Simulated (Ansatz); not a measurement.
# Lattice dynamics of WS2 monolayer (1T)

How does WS2 monolayer (1T) vibrate, and is this structure a minimum?

Program: Ansatz 0.2.0. Level of theory: DFT PBEsol, scalar-relativistic, plane waves, PAW; PAW set soft_1. Results are calculated unless marked as measured.

Report form: the programs' logs are mostly left out.

### Step 1. Starting point

The cell holds 3 atoms: 1 W and 2 S. Cell: a = 3.170 Å, b = 3.170 Å, c = 20.000 Å, α = 90.0°, β = 90.0°, γ = 120.0°. It derives from WS2. Vacuum lies along c.

### Step 2. Rough relaxation

A rough relaxation comes first, because large forces or stress need no tight tolerances yet.

The program solves this slab on a cell height of its own, 29.5 Å, in place of the one typed.

File input.yaml:

```yaml
crystal:
  lattice:
    - [3.17, 0.0, 0.0]
    - [-1.585, 2.7453, 0.0]
    - [0.0, 0.0, 20.0]
  atoms:
    - { symbol: W, position: [0.0, 0.0, 0.5] }
    - { symbol: S, position: [0.333333, 0.666667, 0.5713] }
    - { symbol: S, position: [0.666667, 0.333333, 0.4287] }
  periodic: [true, true, false]
kpoints:
  mp_grid: { grid: [9, 9, 1] }
hamiltonian:
  xc: pbesol
  pseudopotentials: { kind: paw, azcp: { folder: soft_1 }, xc_functional: pbe }
scf:
  occupations: { method: gaussian, width: 0.1 }
output:
  forces: true
  stress: true
  eigenvalues: true
relax:
  adjacent_minimum: "off"
  f_tol: 0.05
  max_steps: 80
  cell: { stress_2d_tol: 0.02 }
```

Command:

```console
$ ansatz run input.yaml --threads 4 --pin off --max-ram 16384MiB --backend cpu --events-out ev --progress --plain --runs-dir out
```

The job ended after 6.5 s (4 threads of Arm Neoverse V1, shared host; peak memory 0.53 GiB).

Relaxation path:

```tsv
step	energy less that of the first step (eV)	largest force component (eV/Å)	volume (Å³)
1	0.0000	2.8510	256.76
2	-0.4032	0.4223	254.18
3	-0.4143	0.0569	253.66
4	-0.4146	0.0021	252.97
5*	-0.4144	0.0022	252.97
```

Relaxation steps marked * repeat the geometry before them on a plane-wave basis chosen anew for their cell, so energy and pressure can jump there.

The run keeps the 12 symmetry operations that it works with, so distortions that break them were not tested.

```tsv
cell as run	before	after	change
a (Å)	3.170	3.147	-0.7 %
b (Å)	3.170	3.147	-0.7 %
```

The atoms that moved most (Å, along periodic axes as changes of fractional coordinates times the final cell, across vacuum about the mean position):

```tsv
atom	dx	dy	dz	length
S3	0.000	0.000	-0.162	0.162
S2	0.000	0.000	0.162	0.162
```

Final coordinates:

```
W S
1.0
     3.14652    0.00000    0.00000
    -1.57326    2.72497    0.00000
     0.00000    0.00000   29.50400
W S
1 2
Direct
  0.00000 0.00000 0.33894
  0.33333 0.66667 0.39277
  0.66667 0.33333 0.28510
```

This step gave:

```yaml
gap_on_the_k_mesh: 0 eV
area_per_atom: 2.858 Å²
```

The relaxation ends with a largest force component of 0.0022 eV/Å.

### Step 3. Bringing the structure to rest

The cell and atoms are relaxed, since residual forces and stress would shift the frequencies.

File input.yaml:

```yaml
crystal:
  lattice:
    - [3.1465204505, 0.0, 0.0]
    - [-1.5732602253, 2.7249666437, 0.0]
    - [0.0, 0.0, 29.504]
  atoms:
    - { symbol: W, position: [0.0, 0.0, 0.3389370933] }
    - { symbol: S, position: [0.3333333333, 0.6666666667, 0.3927749123] }
    - { symbol: S, position: [0.6666666667, 0.3333333333, 0.2850992742] }
  periodic: [true, true, false]
kpoints:
  mp_grid: { grid: [15, 15, 1] }
hamiltonian:
  xc: pbesol
  pseudopotentials: { kind: paw, azcp: { folder: soft_1 }, xc_functional: pbe }
scf:
  occupations: { method: gaussian, width: 0.1 }
output:
  forces: true
  stress: true
  eigenvalues: true
  write_density: true
  write_potential: true
  elf: true
  volumetric_format: npy
relax:
  adjacent_minimum: "off"
  f_tol: 0.005
  max_steps: 80
  cell: { stress_2d_tol: 0.02 }
```

Wall time 10 s (4 threads); peak memory 0.59 GiB.

Little changed from the start: no atom moved by 0.005 Å and no cell edge by 0.1 %.

This step gave:

```
area per atom : 2.857 Å²
```

Valence density in the ac plane at fractional y = 0.333, with atoms of S within 0.2 Å of it. It is the smooth field of the valence electrons, not physical close to the nuclei.

Values in units of 1e-1 e/Å³, 24 rows by 16 columns, each cell a mean:
```
0.0 0.0 0.0 0.0 0.0 0.0 0.0 0.0 0.0 0.0 0.0 0.0 0.0 0.0 0.0 0.0
0.0 0.0 0.0 0.0 0.0 0.0 0.0 0.0 0.0 0.0 0.0 0.0 0.0 0.0 0.0 0.0
0.0 0.0 0.0 0.0 0.0 0.0 0.0 0.0 0.0 0.0 0.0 0.0 0.0 0.0 0.0 0.0
0.0 0.0 0.0 0.0 0.0 0.0 0.0 0.0 0.0 0.0 0.0 0.0 0.0 0.0 0.0 0.0
0.0 0.0 0.0 0.0 0.0 0.0 0.0 0.0 0.0 0.0 0.0 0.0 0.0 0.0 0.0 0.0
0.0 0.0 0.0 0.0 0.0 0.0 0.0 0.0 0.0 0.0 0.0 0.0 0.0 0.0 0.0 0.0
0.0 0.0 0.0 0.0 0.0 0.0 0.0 0.0 0.0 0.0 0.0 0.0 0.0 0.0 0.0 0.0
0.0 0.0 0.0 0.0 0.0 0.0 0.0 0.0 0.0 0.0 0.0 0.0 0.0 0.0 0.0 0.0
0.0 0.0 0.0 0.0 0.0 0.0 0.0 0.0 0.0 0.0 0.0 0.0 0.0 0.0 0.0 0.0
0.0 0.0 0.0 0.0 0.0 0.0 0.0 0.0 0.0 0.0 0.0 0.0 0.0 0.0 0.0 0.0
0.0 0.0 0.0 0.0 0.0 0.0 0.0 0.0 0.0 0.0 0.0 0.0 0.0 0.0 0.0 0.0
0.0 0.0 0.0 0.0 0.0 0.0 0.0 0.0 0.0 0.0 0.0 0.0 0.0 0.0 0.0 0.0
0.0 0.0 0.0 0.0 0.0 0.0 0.0 0.0 0.0 0.0 0.0 0.0 0.0 0.0 0.0 0.0
0.7 0.9 1.1 1.1 1.0 0.8 0.6 0.4 0.3 0.2 0.2 0.2 0.2 0.3 0.4 0.5
4.0 5.2 6.1 6.2 5.6 4.5 3.3 2.2 1.5 1.0 0.8 0.8 0.9 1.3 1.9 2.8
4.9 6.4 7.6 7.7 6.7 5.1 3.8 2.9 2.3 1.9 1.8 1.8 1.9 2.2 2.7 3.6
4.5 4.0 3.8 3.8 3.8 4.2 5.2 6.7 7.9 7.9 7.1 7.0 7.7 8.1 7.2 5.6
2.6 1.5 1.0 1.0 1.3 2.2 3.8 6.1 8.0 8.2 7.4 7.2 8.0 8.3 6.9 4.5
0.2 0.1 0.1 0.1 0.1 0.2 0.2 0.3 0.4 0.6 0.6 0.7 0.6 0.5 0.4 0.3
0.0 0.0 0.0 0.0 0.0 0.0 0.0 0.0 0.0 0.0 0.0 0.0 0.0 0.0 0.0 0.0
0.0 0.0 0.0 0.0 0.0 0.0 0.0 0.0 0.0 0.0 0.0 0.0 0.0 0.0 0.0 0.0
0.0 0.0 0.0 0.0 0.0 0.0 0.0 0.0 0.0 0.0 0.0 0.0 0.0 0.0 0.0 0.0
0.0 0.0 0.0 0.0 0.0 0.0 0.0 0.0 0.0 0.0 0.0 0.0 0.0 0.0 0.0 0.0
0.0 0.0 0.0 0.0 0.0 0.0 0.0 0.0 0.0 0.0 0.0 0.0 0.0 0.0 0.0 0.0
```
Columns run along a (3.1 Å), rows up along c (29.5 Å). Atoms in or near the plane, at fractional coordinates: S at (0.67, 0.29).

Electrostatic potential energy in the ac plane at fractional y = 0.333, with atoms of S within 0.2 Å of it. With pseudopotentials it is smooth inside the atoms' cores, unlike the true potential.

Ten even steps from '0' (-18 eV) to '9' (0 eV), each cell a mean:
```
9999999999999999
9999999999999999
9999999999999999
9999999999999999
9999999999999999
9999999999999999
9999999999999999
9999999999999999
9999999999999999
9999999999999999
9999999999999999
9999999999999999
9999999999999999
9988899999999999
5432356788898887
2000013567777654
4444444211111123
7888875210000014
9999999999999999
9999999999999999
9999999999999999
9999999999999999
9999999999999999
9999999999999999
```
Columns run along a (3.1 Å; values clipped at the 3rd and 97th percentile), rows up along c (29.5 Å). Atoms in or near the plane, at fractional coordinates: S at (0.67, 0.29).

ELF in the ac plane at fractional y = 0.333, with atoms of S within 0.2 Å of it. It is the smooth field of the valence electrons, not physical close to the nuclei.

Values, 24 rows by 16 columns, each cell a mean:
```
0.00 0.00 0.00 0.00 0.00 0.00 0.00 0.00 0.00 0.00 0.00 0.00 0.00 0.00 0.00 0.00
0.00 0.00 0.00 0.00 0.00 0.00 0.00 0.00 0.00 0.00 0.00 0.00 0.00 0.00 0.00 0.00
0.00 0.00 0.00 0.00 0.00 0.00 0.00 0.00 0.00 0.00 0.00 0.00 0.00 0.00 0.00 0.00
0.00 0.00 0.00 0.00 0.00 0.00 0.00 0.00 0.00 0.00 0.00 0.00 0.00 0.00 0.00 0.00
0.00 0.00 0.00 0.00 0.00 0.00 0.00 0.00 0.00 0.00 0.00 0.00 0.00 0.00 0.00 0.00
0.00 0.00 0.00 0.00 0.00 0.00 0.00 0.00 0.00 0.00 0.00 0.00 0.00 0.00 0.00 0.00
0.00 0.00 0.00 0.00 0.00 0.00 0.00 0.00 0.00 0.00 0.00 0.00 0.00 0.00 0.00 0.00
0.00 0.00 0.00 0.00 0.00 0.00 0.00 0.00 0.00 0.00 0.00 0.00 0.00 0.00 0.00 0.00
0.00 0.00 0.00 0.00 0.00 0.00 0.00 0.00 0.00 0.00 0.00 0.00 0.00 0.00 0.00 0.00
0.00 0.00 0.00 0.00 0.00 0.00 0.00 0.00 0.00 0.00 0.00 0.00 0.00 0.00 0.00 0.00
0.00 0.00 0.00 0.00 0.00 0.00 0.00 0.00 0.00 0.00 0.00 0.00 0.00 0.00 0.00 0.00
0.00 0.00 0.00 0.00 0.00 0.00 0.00 0.00 0.00 0.00 0.00 0.00 0.00 0.00 0.00 0.00
0.02 0.03 0.04 0.04 0.03 0.02 0.01 0.01 0.00 0.00 0.00 0.00 0.00 0.00 0.01 0.01
0.36 0.47 0.52 0.53 0.49 0.40 0.28 0.16 0.07 0.03 0.02 0.01 0.02 0.04 0.11 0.22
0.67 0.76 0.79 0.79 0.77 0.70 0.57 0.40 0.22 0.10 0.05 0.05 0.07 0.15 0.32 0.53
0.27 0.31 0.33 0.34 0.31 0.27 0.25 0.24 0.24 0.23 0.22 0.21 0.22 0.23 0.24 0.25
0.46 0.33 0.25 0.23 0.29 0.41 0.54 0.64 0.65 0.55 0.46 0.45 0.51 0.63 0.65 0.58
0.63 0.33 0.12 0.10 0.24 0.54 0.76 0.84 0.81 0.67 0.58 0.57 0.63 0.77 0.85 0.80
0.14 0.04 0.01 0.01 0.03 0.10 0.25 0.40 0.52 0.59 0.62 0.63 0.60 0.55 0.44 0.30
0.00 0.00 0.00 0.00 0.00 0.00 0.01 0.01 0.02 0.03 0.04 0.04 0.04 0.03 0.02 0.01
0.00 0.00 0.00 0.00 0.00 0.00 0.00 0.00 0.00 0.00 0.00 0.00 0.00 0.00 0.00 0.00
0.00 0.00 0.00 0.00 0.00 0.00 0.00 0.00 0.00 0.00 0.00 0.00 0.00 0.00 0.00 0.00
0.00 0.00 0.00 0.00 0.00 0.00 0.00 0.00 0.00 0.00 0.00 0.00 0.00 0.00 0.00 0.00
0.00 0.00 0.00 0.00 0.00 0.00 0.00 0.00 0.00 0.00 0.00 0.00 0.00 0.00 0.00 0.00
```
Columns run along a (3.1 Å), rows up along c (29.5 Å). Atoms in or near the plane, at fractional coordinates: S at (0.67, 0.29).

### Step 4. Tight relaxation

Phonons need a cell at rest on their own settings, so the relaxation is repeated with tight tolerances on forces and stress, using the mesh and the filling of the phonon run that follows.

input.yaml, the sections that differ from step 3:

```yaml
crystal:
  lattice:
    - [3.1458909957, 0.0, 0.0]
    - [-1.5729454979, 2.7244215198, 0.0]
    - [0.0, 0.0, 29.504]
  atoms:
    - { symbol: W, position: [0.0, 0.0, 0.3389370933] }
    - { symbol: S, position: [0.3333333333, 0.6666666667, 0.3928278785] }
    - { symbol: S, position: [0.6666666667, 0.3333333333, 0.285046308] }
  periodic: [true, true, false]
kpoints:
  mp_grid: { grid: [18, 18, 1] }
scf:
  occupations: { method: methfessel_paxton, width: 0.2 }
relax:
  adjacent_minimum: "off"
  f_tol: 0.001
  max_steps: 60
  cell: { stress_2d_tol: 0.002 }
# hamiltonian, output: as in step 3
```

Elapsed: 13 s, on 4 threads; peak memory 0.61 GiB.

Little changed from the start: no atom moved by 0.005 Å and no cell edge by 0.1 %.

This step gave:

```
area per atom : 2.856 Å²
```

ELF in the ac plane at fractional y = 0.000, with atoms of W within 0.2 Å of it. It is the smooth field of the valence electrons, not physical close to the nuclei.

Ten even steps from '0' (0.00) to '9' (0.77), each cell a mean:
```
0000000000000000
0000000000000000
0000000000000000
0000000000000000
0000000000000000
0000000000000000
0000000000000000
0000000000000000
0000000000000000
0000000000000000
0000000000000000
0000000000000000
0000000000000000
0001245676542100
2224689999986422
4577533555335775
5555456777654555
0113579999975311
0000012333210000
0000000000000000
0000000000000000
0000000000000000
0000000000000000
0000000000000000
```
Columns run along a (3.1 Å), rows up along c (29.5 Å). Atoms in or near the plane, at fractional coordinates: W at (0.00, 0.34).

Valence density in the ac plane at fractional y = 0.000, with atoms of W within 0.2 Å of it. It is the smooth field of the valence electrons, not physical close to the nuclei.

Ten steps, logarithmic in the rise over the least value, from '0' (0.0 e/Å³) to '9' (4.3 e/Å³), each cell a mean:
```
0000000000000000
0000000000000000
0000000000000000
0000000000000000
0000000000000000
0000000000000000
0000000000000000
0000000000000000
0000000000000000
0000000000000000
0000000000000000
0000000000000000
0000000000000000
0011122222221110
3344445555544443
9998754444457899
8876555555555678
2223344444443322
0000000000000000
0000000000000000
0000000000000000
0000000000000000
0000000000000000
0000000000000000
```
Columns run along a (3.1 Å), rows up along c (29.5 Å). Atoms in or near the plane, at fractional coordinates: W at (0.00, 0.34).

Electrostatic potential energy in the ac plane at fractional y = 0.000, with atoms of W within 0.2 Å of it. With pseudopotentials it is smooth inside the atoms' cores, unlike the true potential.

Ten even steps from '_' (-23 eV) to '@' (0 eV), each cell a mean:
```
@@@@@@@@@@@@@@@@@@@@@@@@@@@@@@@@
@@@@@@@@@@@@@@@@@@@@@@@@@@@@@@@@
@@@@@@@@@@@@@@@@@@@@@@@@@@@@@@@@
@@@@@@@@@@@@@@@@@@@@@@@@@@@@@@@@
@@@@@@@@@@@@@@@@@@@@@@@@@@@@@@@@
@@@@@@@@@@@@@@@@@@@@@@@@@@@@@@@@
@@@@@@@@@@@@@@@@@@@@@@@@@@@@@@@@
@@@@@@@@@@@@@@@@@@@@@@@@@@@@@@@@
@@@@@@@@@@@@@@@@@@@@@@@@@@@@@@@@
@@@@@@@@@@@@@@@@@@@@@@@@@@@@@@@@
@@@@@@@@@@@@@@@@@@@@@@@@@@@@@@@@
@@@@@@@@@@@@@@@@@@@@@@@@@@@@@@@@
@@@@@@@@@@@@@@@@@@@@@@@@@@@@@@@@
@@@@@@@@@@@@@@@@@@@@@@@@@@@@@@@@
############**++++++**##########
________..::++######++::..______
::::::--==++**********++==--::::
@@@@@@@@%%%%##******##%%%%@@@@@@
@@@@@@@@@@@@@@@@@@@@@@@@@@@@@@@@
@@@@@@@@@@@@@@@@@@@@@@@@@@@@@@@@
@@@@@@@@@@@@@@@@@@@@@@@@@@@@@@@@
@@@@@@@@@@@@@@@@@@@@@@@@@@@@@@@@
@@@@@@@@@@@@@@@@@@@@@@@@@@@@@@@@
@@@@@@@@@@@@@@@@@@@@@@@@@@@@@@@@
```
Columns run along a (3.1 Å; values clipped at the 3rd and 97th percentile), rows up along c (29.5 Å). Atoms in or near the plane, at fractional coordinates: W at (0.00, 0.34).

The largest force component left is 0.12 meV/Å, within the tolerances set.

### Step 5. Linear response at the zone centre

The zone centre comes first: it holds the modes that light can see, as far as symmetry allows. No field response is asked, since the mesh shows no gap.

input.yaml, the sections that differ from step 4:

```yaml
crystal:
  lattice:
    - [3.1452997703, 0.0, 0.0]
    - [-1.5726498852, 2.7239095036, 0.0]
    - [0.0, 0.0, 29.504]
  atoms:
    - { symbol: W, position: [0.0, 0.0, 0.3389370933] }
    - { symbol: S, position: [0.3333333333, 0.6666666667, 0.392828632] }
    - { symbol: S, position: [0.6666666667, 0.3333333333, 0.2850455545] }
  periodic: [true, true, false]
output:
  eigenvalues: true
phonons:
  method: dfpt
# kpoints, hamiltonian, scf: as in step 4
# relax: removed
```

Elapsed: 83 s, on 4 threads; peak memory 1.5 GiB; 5.3 min of CPU time.

Numbers from this step:

* sum-rule residual before enforcement: 2.14e-5 eV/Å²
* point group: -3m
* highest optical mode at the zone centre (no LO-TO term): 383.4 cm⁻¹
* lowest optical zone-centre mode: 225.8 cm⁻¹

Patterns of degenerate modes are one choice out of their space. Modes at Γ, with each element's share of the kinetic energy:

```tsv
mode	frequency (cm⁻¹)	symmetry	W %	S %
1	0.0	acoustic	74	26
2	0.0	acoustic	74	26
3	0.0	acoustic	74	26
4	225.8	Eu	26	74
5	225.8	Eu	26	74
6	276.0	Eg	0	100
7	276.0	Eg	0	100
8	371.3	A1g	0	100
9	383.4	A2u	26	74
```

Displacements in mode 5 (225.8 cm⁻¹), the largest set to 1:
```
W1   0.00 -0.35  0.00
S2   0.00  1.00  0.00
S3   0.00  1.00  0.00
```

Displacements in mode 9 (383.4 cm⁻¹), the largest set to 1:
```
W1   0.00  0.00 -0.35
S2   0.00  0.00  1.00
S3   0.00  0.00  1.00
```

Before it was imposed, the acoustic sum rule was missed by 2.1e-5 eV/Å². Small misses are needed for a sound result but don't prove that mesh and cutoff are converged. The lowest optical mode is real, 226 cm⁻¹.

### Step 6. Response at finite wavevector

Stability and thermal properties need the whole zone. Linear response on a 6×6×1 q mesh gives force constants as far as a supercell of that size would.

Edit input.yaml of step 5 so:

```diff
@@ -21 +21,10 @@
   method: dfpt
+  qmesh: [6, 6, 1]
+  temperatures: { t_max: 1000, t_step: 50 }
+  qpath:
+    path:
+      - [0.0, 0.0, 0.0]
+      - [0.5, 0.0, 0.0]
+      - [0.33333333, 0.33333333, 0.0]
+      - [0.0, 0.0, 0.0]
+    npoints: 10
```

The job ended after 22 min (4 threads; peak memory 3.1 GiB).

This step gave:

* sum-rule residual before enforcement: 1.69e-5 eV/Å²
* lowest frequency on the path: -212.0 cm⁻¹
* highest frequency on the path or at a solved wavevector: 386.9 cm⁻¹
* lowest mode on the q mesh (acoustic modes at Γ apart): -212.0 cm⁻¹

(Continued in part 2 of 2.)

[Logs are printed without paths, hosts, clocks, repeated set-up lines and the standing remarks that a program may print on its own settings, such as how far it seeks lower states.]

[Hosts, paths, dates, database ids (printed as entryN), source tags and the programs' standing remarks are cut or masked in the printed files.]
